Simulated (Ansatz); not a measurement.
# K on Pt(100): change of the work function, part 3 of 3

Aim: the work function of Pt(100) at several coverages of K (hollow site), and the dipole that each adsorbate carries.

Ansatz 0.2.0; plane-wave DFT, PBE, Ansatz PAW.

So far, work function, upper face (eV): step 2 (the clean slab) 5.66; step 3 (37 atoms, coverage 0.111 ML, cell 3x3) 2.99.

### 4. The covered slab, k-mesh 6×6×1, coverage 0.25 ML

System of this step: KPt16 (K/Pt(100)). The cell holds 17 atoms: 16 Pt and 1 K. Its edges and angles: a = 5.544 Å, b = 5.544 Å, c = 26.828 Å, α = 90.0°, β = 90.0°, γ = 90.0°. Vacuum lies along c.

Another coverage, to see how the dipoles act on each other as their distance changes.

input.yaml

```yaml
crystal:
  lattice:
    - [5.5437171646, 0.0, 0.0]
    - [0.0, 5.5437171646, 0.0]
    - [0.0, 0.0, 26.8281943521]
  atoms:
    - { symbol: Pt, position: [0.25, 0.25, 0.3354679738] }
    - { symbol: Pt, position: [0.0, 0.0, 0.4085254436] }
    - { symbol: Pt, position: [0.25, 0.25, 0.4832624244] }
    - { symbol: Pt, position: [0.0, 0.0, 0.5568206966] }
    - { symbol: Pt, position: [0.25, 0.75, 0.3354679738] }
    - { symbol: Pt, position: [0.0, 0.5, 0.4085254436] }
    - { symbol: Pt, position: [0.25, 0.75, 0.4832624244] }
    - { symbol: Pt, position: [0.0, 0.5, 0.5568206966] }
    - { symbol: Pt, position: [0.75, 0.25, 0.3354679738] }
    - { symbol: Pt, position: [0.5, 0.0, 0.4085254436] }
    - { symbol: Pt, position: [0.75, 0.25, 0.4832624244] }
    - { symbol: Pt, position: [0.5, 0.0, 0.5568206966] }
    - { symbol: Pt, position: [0.75, 0.75, 0.3354679738] }
    - { symbol: Pt, position: [0.5, 0.5, 0.4085254436] }
    - { symbol: Pt, position: [0.75, 0.75, 0.4832624244] }
    - { symbol: Pt, position: [0.5, 0.5, 0.5568206966] }
    - { symbol: K, position: [0.25, 0.25, 0.6645320262] }
kpoints:
  mp_grid: { grid: [6, 6, 1] }
hamiltonian:
  xc: pbe
scf:
  occupations: { method: fermi_dirac, width: 0.1 }
  convergence: { dr2_threshold: 1.0e-08 }
efield:
  axis: 3
  dipole_correction: true
  ramp_position: 0.97
  ramp_width: 0.06
relax:
  f_tol: 0.02
  max_steps: 60
  constraints: [{ sites: [0, 1, 4, 5, 8, 9, 12, 13] }]
output:
  dos: { projected: true, e_range: [-8, 4] }
  write_potential: true
  write_density: true
  volumetric_format: npy
  elf: true
```

On the command line:

```
$ ansatz run input.yaml --threads 4 --pin off --max-ram 16384MiB --backend cpu --events-out ev --progress --plain --runs-dir out
```

The program printed:

```text
[...]
Crystal: 17 atoms, lattice volume = 824.506 Å³
Basis set: ecut = 420 eV, 16141 PW (Γ), exchange–correlation on 80×80×360 points (8 copies of the dense FFT grid, shifted against one another)
Bands: 179, of which v1, the nominal top of the filled ones, is band 149 counted from 1 (148 counted from 0)
Symmetry: 8 space group operations
[...]
k-points: 10 of 36
[...]
SCF iter   1: F=—  HF=-201901.400998 eV  |F-HF|=—  |Δ(HF+E_count)|=         —  Δρ=1.06e-2  dr2=1.15e1  ethr=1.77e-3  p=0.647 e·Å  D=1.42e-1 V/Å  ΔV_dip=-3.81 eV  dr2_dipole=1.64e0  V_vac-E_F(+/−)=1.30/5.11 eV  ⟨swp⟩=7.2  Hψ=7499  notcnv=0  defer=68
[...]
SCF iter  12: F=-201901.182503 eV  HF=-201901.182503 eV  |F-HF|=1.96e-8  |Δ(HF+E_count)|=   6.69e-8  Δρ=6.07e-7  dr2=6.30e-9  ethr=3.37e-12  p=0.706 e·Å  D=1.55e-1 V/Å  ΔV_dip=-4.16 eV  dr2_dipole=6.76e-10  V_vac-E_F(+/−)=1.51/5.66 eV  ⟨swp⟩=15.9  Hψ=14427  notcnv=0
SCF 1 converged in 12 iterations: F = -201901.182503 eV  dr2 = 6.30e-9
[...]
relax step   1: F+E_penalty+E_count = -201901.18250336 eV  Δ(F+E_penalty+E_count) = +0.000e0 eV  max|allowed force component| = 6.797e-1 eV/Å  Δτ_max = 0.0000 Å  (12 SCF iters, accepted)
[...]
SCF iter  11: F=-201901.260671 eV  HF=-201901.260671 eV  |F-HF|=2.30e-9  |Δ(HF+E_count)|=   2.71e-8  Δρ=6.25e-7  dr2=8.23e-9  ethr=3.37e-12  p=0.729 e·Å  D=1.60e-1 V/Å  ΔV_dip=-4.29 eV  dr2_dipole=9.31e-14  V_vac-E_F(+/−)=1.37/5.67 eV  ⟨swp⟩=15.2  Hψ=12306  notcnv=0
SCF 2 converged in 11 iterations: F = -201901.260671 eV  dr2 = 8.23e-9
relax step   2: F+E_penalty+E_count = -201901.26067100 eV  Δ(F+E_penalty+E_count) = -7.817e-2 eV  max|allowed force component| = 4.940e-1 eV/Å  Δτ_max = 0.0958 Å  (11 SCF iters, accepted)
[...]
SCF iter  12: F=-201901.314468 eV  HF=-201901.314468 eV  |F-HF|=1.66e-9  |Δ(HF+E_count)|=   9.66e-9  Δρ=3.02e-7  dr2=1.46e-9  ethr=1.48e-12  p=0.725 e·Å  D=1.59e-1 V/Å  ΔV_dip=-4.27 eV  dr2_dipole=1.02e-11  V_vac-E_F(+/−)=1.40/5.67 eV  ⟨swp⟩=16.0  Hψ=12052  notcnv=0
SCF 3 converged in 12 iterations: F = -201901.314468 eV  dr2 = 1.46e-9
relax step   3: F+E_penalty+E_count = -201901.31446769 eV  Δ(F+E_penalty+E_count) = -5.380e-2 eV  max|allowed force component| = 2.811e-2 eV/Å  Δτ_max = 0.1956 Å  (12 SCF iters, accepted)
SCF iter   1: F=—  HF=-201901.316756 eV  |F-HF|=—  |Δ(HF+E_count)|=         —  Δρ=6.78e-4  dr2=5.21e-3  ethr=3.00e-5  p=0.725 e·Å  D=1.59e-1 V/Å  ΔV_dip=-4.27 eV  dr2_dipole=9.59e-4  V_vac-E_F(+/−)=1.40/5.66 eV  ⟨swp⟩=2.2  Hψ=3145  notcnv=0  defer=106
[...]
SCF iter   9: F=-201901.315438 eV  HF=-201901.315438 eV  |F-HF|=4.71e-9  |Δ(HF+E_count)|=   2.95e-8  Δρ=3.38e-7  dr2=1.97e-9  ethr=3.37e-12  p=0.723 e·Å  D=1.59e-1 V/Å  ΔV_dip=-4.26 eV  dr2_dipole=1.99e-10  V_vac-E_F(+/−)=1.41/5.67 eV  ⟨swp⟩=13.1  Hψ=12679  notcnv=0
SCF 4 converged in 9 iterations: F = -201901.315438 eV  dr2 = 1.97e-9
relax step   4: F+E_penalty+E_count = -201901.31543763 eV  Δ(F+E_penalty+E_count) = -9.699e-4 eV  max|allowed force component| = 1.467e-2 eV/Å  Δτ_max = 0.0174 Å  (9 SCF iters, accepted)
[...]
SCF converged after 9 iterations
Free energy (F): -201901.315438 eV
[...]
Internal energy: -201900.418942 eV  (E = F + TS)
E sigma→0 (E₀):  -201900.867190 eV
Entropy (-TS):   -0.896495 eV (-52.735 meV/atom)
Fermi energy:    4.646610 eV
Dipole field:    D = 0.158777 V/Å  (p = 0.723469 e·Å, saw-weighted, corrected)
Work function:   Φ+ = 1.4057 eV   Φ− = 5.6655 eV
[...]
--- Forces (eV/Å), atoms counted from 1 ---
  atom   1  Pt     0.00000000     0.00000000    -0.06614877
  atom   2  Pt     0.03402990     0.03402990     0.08199846
  atom   3  Pt    -0.00000000     0.00000000     0.01467456
  atom   4  Pt     0.00267073     0.00267073    -0.00194356
  atom   5  Pt     0.00000000     0.00000000    -0.09624518
  atom   6  Pt     0.03402990    -0.03402990     0.08199846
  atom   7  Pt    -0.00000000     0.00000000     0.00901222
  atom   8  Pt     0.00267073    -0.00267073    -0.00194356
  atom   9  Pt     0.00000000     0.00000000    -0.09624518
  atom  10  Pt    -0.03402990     0.03402990     0.08199846
  atom  11  Pt    -0.00000000     0.00000000     0.00901222
  atom  12  Pt    -0.00267073     0.00267073    -0.00194356
  atom  13  Pt     0.00000000     0.00000000    -0.10200210
  atom  14  Pt    -0.03402990    -0.03402990     0.08199846
  atom  15  Pt    -0.00000000     0.00000000     0.00409156
  atom  16  Pt    -0.00267073    -0.00267073    -0.00194356
  atom  17  K     -0.00000000     0.00000000     0.00363558
  max |Σ_I F_I| component: 4.50e-6 eV/Å
--- Band table (eV; the first three rows and the last of 10) ---
  k-point 0: bands = [... 145 lower, 4.7881, 4.8883, 4.8883, 5.1881, 5.2062, 5.3278, 5.6830, 5.6830, ... 26 higher]
  k-point 1: bands = [... 145 lower, 4.6641, 4.6751, 4.8229, 4.8342, 4.9549, 4.9603, 5.1117, 5.3475, ... 26 higher]
  k-point 2: bands = [... 145 lower, 4.5755, 4.6067, 4.6287, 4.6706, 4.7177, 4.8555, 4.8943, 4.9489, ... 26 higher]
  k-point 9: bands = [... 145 lower, 3.7836, 3.7844, 3.7943, 4.7113, 4.7113, 4.7202, 4.7344, 4.7372, ... 26 higher]
--- Relaxed structure (4 steps of the walk, 4 accepted, 0 SCFs on fresh bases) ---
  F+E_penalty+E_count = -201901.31543763 eV   max|allowed force component| = 1.467e-2 eV/Å
  atoms:
    - { symbol: Pt, position: [0.25, 0.25, 0.3354679738] }
    - { symbol: Pt, position: [0.0, 0.0, 0.408525] }
    - { symbol: Pt, position: [0.25, 0.25, 0.483924] }
    - { symbol: Pt, position: [-0.00181115, -0.00181115, 0.557652] }
    - { symbol: Pt, position: [0.25, 0.75, 0.3354679738] }
    - { symbol: Pt, position: [0.0, 0.5, 0.408525] }
    - { symbol: Pt, position: [0.25, 0.75, 0.483608] }
    - { symbol: Pt, position: [-0.00181115, 0.501811, 0.557652] }
    - { symbol: Pt, position: [0.75, 0.25, 0.3354679738] }
    - { symbol: Pt, position: [0.5, 0.0, 0.408525] }
    - { symbol: Pt, position: [0.75, 0.25, 0.483608] }
    - { symbol: Pt, position: [0.501811, -0.00181115, 0.557652] }
    - { symbol: Pt, position: [0.75, 0.75, 0.3354679738] }
    - { symbol: Pt, position: [0.5, 0.5, 0.408525] }
    - { symbol: Pt, position: [0.75, 0.75, 0.482811] }
    - { symbol: Pt, position: [0.501811, 0.501811, 0.557652] }
    - { symbol: K, position: [0.25, 0.25, 0.653025] }
```

Wall time 3.7 min (4 threads of Intel Xeon Platinum 8259CL at 2.50GHz (Skylake/Cascade Lake), shared host); peak memory 3.7 GiB; 14 min of CPU time.

Step by step:

```
step  energy less that of the first step (eV)  largest force component (eV/Å)
   1                                   0.0000                          0.6797
   2                                  -0.0782                          0.4940
   3                                  -0.1320                          0.0281
   4                                  -0.1329                          0.0147
```

The run keeps the 8 symmetry operations that the program found, so distortions that break them were not tested.

The atoms that moved most (Å):

```
atom      dx      dy      dz  length
 K17   0.000   0.000  -0.309   0.309
 Pt4  -0.010  -0.010   0.022   0.026
Pt12   0.010  -0.010   0.022   0.026
 Pt8  -0.010   0.010   0.022   0.026
Pt16   0.010   0.010   0.022   0.026
 Pt3   0.000   0.000   0.018   0.018
Pt15   0.000   0.000  -0.012   0.012
Pt11   0.000   0.000   0.009   0.009
```

The relaxed structure:

```
Pt K
1.0
     5.54372    0.00000    0.00000
     0.00000    5.54372    0.00000
     0.00000    0.00000   26.82819
Pt K
16 1
Cartesian
  1.3859 1.3859 9.0000
  0.0000 0.0000 10.9600
  1.3859 1.3859 12.9828
  -0.0100 -0.0100 14.9608
  1.3859 4.1578 9.0000
  0.0000 2.7719 10.9600
  1.3859 4.1578 12.9743
  -0.0100 2.7819 14.9608
  4.1578 1.3859 9.0000
  2.7719 0.0000 10.9600
  4.1578 1.3859 12.9743
  2.7819 -0.0100 14.9608
  4.1578 4.1578 9.0000
  2.7719 2.7719 10.9600
  4.1578 4.1578 12.9530
  2.7819 2.7819 14.9608
  1.3859 1.3859 17.5195
```

This step gave:

```yaml
energy_at_zero_smearing: -201900.8672 eV
work_function_upper_face: 1.406 eV
work_function_lower_face: 5.665 eV
dipole_along_the_normal: 0.7235 e·Å
step_between_the_vacuum_levels: -4.260 eV
```

The density of states has structure finer than the step of the table below, so its rows give means over 0.5 eV. Peaks (eV: height): -4.60: 43.6, -3.91: 52.8, -3.31: 47.0, -3.13: 45.7, -3.01: 49.0, -2.11: 46.9, 0.09: 57.5.

The density of states by energy, zero at the Fermi level; means over each step:

energy (eV), density of states (states/eV a cell) and a bar:
```
     -7.5        2.6 
     -7.0        4.1 ##
     -6.5       10.3 #########
     -6.0       17.7 #################
     -5.5       22.5 ######################
     -5.0       17.9 #################
     -4.5       18.1 #################
     -4.0       25.0 #########################
     -3.5       27.0 ###########################
     -3.0       29.8 ##############################
     -2.5       19.0 ##################
     -2.0       28.5 #############################
     -1.5       26.4 ##########################
     -1.0       27.7 ############################
     -0.5       28.8 #############################
      0.0       27.5 ###########################
      0.5       10.7 #########
      1.0        6.8 #####
      1.5        5.7 ###
```

Projected DOS per atom over height of the atomic layer and energy from the Fermi level. Layers: Pt4 Pt4 Pt4 Pt4 K from below.

Ten even steps from '_' (0.00 states/eV) to '@' (2.48 states/eV), each cell a mean:
```
__....__::
..____..--
........::
--::::::..
**####**__
%%**++##__
%%++==%%__
%%==++@@__
##++++##__
@@====@@__
**----##__
##@@@@##__
==++++++__
++****++__
========__
--++++--__
--####--__
::##**::__
..----..__
__::..____
__....____
__________
```
Columns: height of the atomic layer (Å) from 9 to 17.5 (not evenly spaced); rows upwards: energy from the Fermi level (eV) from -7.96 to 1.95.

ELF in the ca plane at fractional y = 0.250, with atoms of Pt and K within 0.2 Å of it. It is the smooth field of the valence electrons, not physical close to the nuclei.

Ten even steps from '0' (0.00) to '9' (0.86), each cell a mean:
```
33322222322223322233332100000000000000000000
35553222222345532222222110000000000000000000
57775321122577753221111110000000000000000000
67776421123677763211111100000000000000000000
57775321122577753221111110000000000000000000
34543222222345532222222110000000000000000000
33322223322223322233332100000000000000000000
33322223322223322233332002331000000000000000
33432222222234322223331148985200000000000000
46664322222467643222210389998510000000000000
67776321123577763211110698799620000000000000
67776321123577763211110598799620000000000000
46664322222356643222210389998410000000000000
33432222222234322223331147885200000000000000
33322223322223322233332002331000000000000000
```
Columns run along c (16.0 Å, from fractional 0.31 to 0.90 of the cell), rows up along a (5.5 Å). Atoms in or near the plane, at fractional coordinates: Pt at (0.34, 0.25), Pt at (0.48, 0.25), Pt at (0.34, 0.75), Pt at (0.48, 0.75), K at (0.65, 0.25).

Electrostatic potential energy in the ca plane at fractional y = 0.250, with atoms of Pt and K within 0.2 Å of it. With pseudopotentials it is smooth inside the atoms' cores, unlike the true potential.

Ten even steps from '0' (-67 eV) to '9' (9 eV), each cell a mean:
```
98889999999988899999999999999999999999999999
85347999999853479999999999999999999999999999
51004899999510048999999999999999999999999999
40003899998400038999999999999999999999999999
51004899999510048999999999999999999999999999
85457999999854579999999999999999999999999999
98889999999988899999999999999999999999999999
99999999999999999999999999999999999999999999
87678999999876789999999988789999999999999999
63125899999731258999999874458999999999999999
40003899998400038999999853247899999999999999
40003899998400038999999853247899999999999999
73126899999731258999999875468999999999999999
87678999999876789999999988789999999999999999
99999999999999999999999999999999999999999999
```
Columns run along c (16.0 Å, from fractional 0.31 to 0.90 of the cell; values clipped at the 3rd and 97th percentile), rows up along a (5.5 Å). Atoms in or near the plane, at fractional coordinates: Pt at (0.34, 0.25), Pt at (0.48, 0.25), Pt at (0.34, 0.75), Pt at (0.48, 0.75), K at (0.65, 0.25).

Valence density in the ca plane at fractional y = 0.250, with atoms of Pt and K within 0.2 Å of it. It is the smooth field of the valence electrons, not physical close to the nuclei.

Values in units of 1e0 e/Å³, 8 rows by 16 columns, each cell a mean:
```
1.0 0.9 0.3 0.3 1.0 0.9 0.3 0.2 0.1 0.0 0.0 0.0 0.0 0.0 0.0 0.0
5.8 5.1 0.2 0.3 5.8 5.0 0.2 0.1 0.0 0.0 0.0 0.0 0.0 0.0 0.0 0.0
4.3 3.8 0.2 0.3 4.3 3.7 0.2 0.1 0.0 0.0 0.0 0.0 0.0 0.0 0.0 0.0
0.5 0.5 0.3 0.3 0.5 0.5 0.3 0.2 0.1 0.0 0.0 0.0 0.0 0.0 0.0 0.0
1.0 0.9 0.3 0.3 1.0 0.9 0.3 0.2 0.2 0.7 0.1 0.0 0.0 0.0 0.0 0.0
5.8 5.1 0.2 0.3 5.7 5.1 0.2 0.1 0.6 3.5 0.8 0.0 0.0 0.0 0.0 0.0
4.3 3.8 0.2 0.3 4.3 3.8 0.2 0.1 0.5 2.8 0.6 0.0 0.0 0.0 0.0 0.0
0.5 0.5 0.3 0.3 0.5 0.5 0.3 0.2 0.1 0.3 0.1 0.0 0.0 0.0 0.0 0.0
```
Columns run along c (16.0 Å, from fractional 0.31 to 0.90 of the cell), rows up along a (5.5 Å). Atoms in or near the plane, at fractional coordinates: Pt at (0.34, 0.25), Pt at (0.48, 0.25), Pt at (0.34, 0.75), Pt at (0.48, 0.75), K at (0.65, 0.25).

The relaxation took 4 steps and lowered the energy by 0.13 eV; the largest force on the free atoms ends at 0.015 eV/Å.

By hand: a sheet of dipoles makes a step −p/(ε₀A) in the electron's potential. With e/ε₀ = 180.95 V·Å, p = 0.7235 e·Å and A = 30.73 Å², that is −180.95 × (0.7235) / 30.73 = -4.260 eV, and the two vacuum levels of the run differ by -4.260 eV.

The covered face has 1.41 eV, -4.25 eV against the clean one; the bare back face has moved by +0.01 eV, a measure of how thin the slab is.

### 5. The covered slab, k-mesh 6×6×1, coverage 0.5 ML

System of this step: KPt8 (K/Pt(100)). The cell holds 18 atoms: 16 Pt and 2 K. Cell: a = 5.544 Å, b = 5.544 Å, c = 26.828 Å, α = 90.0°, β = 90.0°, γ = 90.0°. Vacuum lies along c.

Another coverage, to see how the dipoles act on each other as their distance changes.

Edit input.yaml of step 4 so:

```diff
@@ -23,2 +23,3 @@
     - { symbol: K, position: [0.25, 0.25, 0.6645320262] }
+    - { symbol: K, position: [0.75, 0.75, 0.6645320262] }
 kpoints:
```

The program printed:

```text
[...]
Crystal: 18 atoms, lattice volume = 824.506 Å³
Basis set: ecut = 420 eV, 16141 PW (Γ), exchange–correlation on 80×80×360 points (8 copies of the dense FFT grid, shifted against one another)
Bands: 184, of which v1, the nominal top of the filled ones, is band 153 counted from 1 (152 counted from 0)
Symmetry: 16 space group operations
[...]
- { symbol: Pt, position: [0.25, 0.75, 0.483814] }
    - { symbol: Pt, position: [0, 0.5, 0.558211] }
[...]
- { symbol: Pt, position: [0.75, 0.75, 0.3354679738] }
    - { symbol: Pt, position: [0.5, 0.5, 0.408525] }
    - { symbol: Pt, position: [0.75, 0.75, 0.483334] }
    - { symbol: Pt, position: [0.5, 0.5, 0.558211] }
    - { symbol: K, position: [0.25, 0.25, 0.654900] }
    - { symbol: K, position: [0.75, 0.75, 0.654900] }
[key lines of the parts left out:]
SCF converged after 9 iterations
Free energy (F): -203439.864755 eV
Fermi energy:    4.831303 eV
Dipole field:    D = 0.127271 V/Å  (p = 0.579909 e·Å, saw-weighted, corrected)
Work function:   Φ+ = 2.2452 eV   Φ− = 5.6597 eV
```

Wall time 3.5 min (4 threads); peak memory 3.8 GiB.

Step by step:

```
step  energy less that of the first step (eV)  largest force component (eV/Å)
   1                                   0.0000                          0.5191
   2                                  -0.1317                          0.3226
   3                                  -0.1849                          0.0803
   4                                  -0.1877                          0.0124
```

The run keeps the 16 symmetry operations that the program found, so distortions that break them were not tested.

The atoms that moved most (Å):

| atom | dx | dy | dz | length |
| --- | --- | --- | --- | --- |
| K18 | 0.000 | 0.000 | -0.258 | 0.258 |
| K17 | 0.000 | 0.000 | -0.258 | 0.258 |
| Pt4 | 0.000 | 0.000 | 0.037 | 0.037 |
| Pt8 | 0.000 | 0.000 | 0.037 | 0.037 |
| Pt16 | 0.000 | 0.000 | 0.037 | 0.037 |
| Pt12 | 0.000 | 0.000 | 0.037 | 0.037 |
| Pt7 | 0.000 | 0.000 | 0.015 | 0.015 |
| Pt11 | 0.000 | 0.000 | 0.015 | 0.015 |

The relaxed structure:

```cif
data_structure
_symmetry_space_group_name_H-M 'P 1'
_symmetry_Int_Tables_number 1
_cell_length_a 5.5437
_cell_length_b 5.5437
_cell_length_c 26.8282
_cell_angle_alpha 90.000
_cell_angle_beta 90.000
_cell_angle_gamma 90.000
_cell_volume 824.51
loop_
_atom_site_label
_atom_site_type_symbol
_atom_site_fract_x
_atom_site_fract_y
_atom_site_fract_z
_atom_site_occupancy
Pt1 Pt 0.25000 0.25000 0.33547 1
Pt2 Pt 0.00000 0.00000 0.40853 1
Pt3 Pt 0.25000 0.25000 0.48333 1
Pt4 Pt 0.00000 0.00000 0.55821 1
Pt5 Pt 0.25000 0.75000 0.33547 1
Pt6 Pt 0.00000 0.50000 0.40853 1
Pt7 Pt 0.25000 0.75000 0.48381 1
Pt8 Pt 0.00000 0.50000 0.55821 1
Pt9 Pt 0.75000 0.25000 0.33547 1
Pt10 Pt 0.50000 0.00000 0.40853 1
Pt11 Pt 0.75000 0.25000 0.48381 1
Pt12 Pt 0.50000 0.00000 0.55821 1
Pt13 Pt 0.75000 0.75000 0.33547 1
Pt14 Pt 0.50000 0.50000 0.40853 1
Pt15 Pt 0.75000 0.75000 0.48333 1
Pt16 Pt 0.50000 0.50000 0.55821 1
K17 K 0.25000 0.25000 0.65490 1
K18 K 0.75000 0.75000 0.65490 1
```

Running mean over 1.96 Å of the planar mean; the ramp of the sawtooth is left out. Electron's electrostatic potential energy less the Fermi level against z:

| z (Å) | electron's electrostatic potential energy less the Fermi level (eV) |
| --- | --- |
| 3.5 | 5.66 |
| 4.0 | 5.66 |
| 4.5 | 5.66 |
| 5.0 | 5.66 |
| 5.5 | 5.65 |
| 6.0 | 5.62 |
| 6.5 | 5.49 |
| 7.0 | 4.97 |
| 7.5 | 2.58 |
| 8.0 | -3.03 |
| 8.5 | -8.80 |
| 9.0 | -11.3 |
| 9.5 | -11.8 |
| 10.0 | -12.0 |
| 10.5 | -12.1 |
| 11.0 | -12.1 |
| 11.5 | -11.8 |
| 12.0 | -11.6 |
| 12.5 | -11.8 |
| 13.0 | -12.0 |
| 13.5 | -11.7 |
| 14.0 | -11.5 |
| 14.5 | -11.5 |
| 15.0 | -11.2 |
| 15.5 | -8.98 |
| 16.0 | -4.29 |
| 16.5 | -1.25 |
| 17.0 | -1.86 |
| 17.5 | -3.09 |
| 18.0 | -3.17 |
| 18.5 | -1.78 |
| 19.0 | 0.0595 |
| 19.5 | 1.15 |
| 20.0 | 1.64 |
| 20.5 | 1.92 |
| 21.0 | 2.07 |
| 21.5 | 2.16 |
| 22.0 | 2.20 |
| 22.5 | 2.23 |
| 23.0 | 2.24 |
| 23.5 | 2.24 |

The relaxation took 4 steps and lowered the energy by 0.19 eV; the largest force on the free atoms ends at 0.012 eV/Å.

The covered face has 2.25 eV, -3.41 eV against the clean one; the bare back face has moved by +0.01 eV, a measure of how thin the slab is.

### 6. Work function against coverage

This step: plane-wave DFT, PBE, Ansatz PAW; work function against coverage (Ansatz 0.2.0).

The runs are now put side by side.

This step gave:

```
work function of the clean face     : 5.655 eV
largest change of the work function : -4.250 eV
```

The work function of the covered face by coverage:

| coverage (adsorbates/nm²) | work function of the covered face (eV) |
| --- | --- |
| 0.00 | 5.66 |
| 1.45 | 2.99 |
| 3.25 | 1.41 |
| 6.51 | 2.25 |

The dipole per adsorbate comes from the change of the cell's dipole. Coverage, by row:

```csv
coverage (1/nm²),coverage (ML),work function (eV),change (eV),"dipole per adsorbate, positive end outwards (debye)",mean height of the added atoms over the highest substrate atom (Å)
1.446,0.1111,2.994,-2.661,4.907,2.666
3.254,0.25,1.406,-4.25,3.478,2.559
6.508,0.5,2.245,-3.41,1.394,2.594
```

### 7. Outcome

| Item | Value |
| --- | --- |
| work function of the clean face | 5.66 eV |
| work function at 0.11 ML | 2.99 eV |
| work function at 0.25 ML | 1.41 eV |
| work function at 0.5 ML | 2.25 eV |
| dipole per adsorbate at 0.11 ML, positive end outwards | 4.91 D |

In words: K lowers the work function of Pt(100) at the lowest coverage, by 2.66 eV: the adsorbate layer has its positive end outwards. The dipole per adsorbate falls from 4.91 to 1.39 D as the layer fills. Neighbouring dipoles depolarise each other, and heights and bonding change with coverage too. The work function passes a minimum near 0.25 ML among the coverages run and rises again. The slab has 4 layers, at the tabulated experimental lattice constant, one starting site was run, and quantum-size effects of a slab this thin can reach one or two tenths of an eV.

[Long decimals in the printed logs are rounded to 6 places.]

[Logs are printed without paths, hosts, clocks, repeated set-up lines and the standing remarks that a program may print on its own settings, such as how far it seeks lower states.]

[Hosts, paths, dates, database ids (printed as entryN), source tags and the programs' standing remarks are cut or masked in the printed files.]

[Maps of the electrostatic potential energy from Ansatz leave out the sawtooth potential of an applied field or a dipole correction, so their vacuum need not be flat; planar profiles and work functions include it.]

[The density of states shown here was stored with 400 of the rows of the run's finer table, so its peaks can read low, often by over a quarter, or be missed, and its means over a window can be off by a tenth or more.]
